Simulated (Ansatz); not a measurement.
In doubt: masses and optical values from hybrid runs of this build are listed as unsure, which bears on the screening that GW takes from such a start.

Rows from a G0W0 calculation on BaTiO3 (R3m) (Ansatz 0.2.0; G0W0 on HSE06, plane waves, PAW; 4×4×4 mesh, 508 empty bands, screening to 230 eV), in eV. Spin-orbit coupling is left out.

| row | Σx | Σc | Vxc | Z |
| --- | --- | --- | --- | --- |
| A | -12.31 | -5.94 | -18.76 | 0.78 |
| B | -25.92 | 4.02 | -21.89 | 0.76 |
| C | -25.90 | 4.01 | -21.88 | 0.76 |
| D | -14.21 | -7.16 | -21.85 | 0.73 |
| E | -25.97 | 3.62 | -22.30 | 0.77 |
| F | -14.09 | -7.08 | -21.65 | 0.73 |

Which rows are filled states and which are empty ones, and how can one tell?

Filled: B, C and E. Empty: A, D and F. The sign of Σc tells: for a filled state bare exchange, which holds its interaction with itself, lies below Vxc (Σx − Vxc is -3.7 eV or lower here) and screening gives part back as a positive Σc. For an empty state Σx lies above Vxc (+6.4 eV or more) and the Coulomb hole leaves Σc negative.

[Runs of the session that timed out or met a known fault of the program may be left out.]

[Cells called generated may have been cut or substituted from an entry of the Crystallography Open Database or the Materials Project.]

[Hosts, paths, dates, database ids (printed as entryN), source tags and the programs' standing remarks are cut or masked in the printed files.]
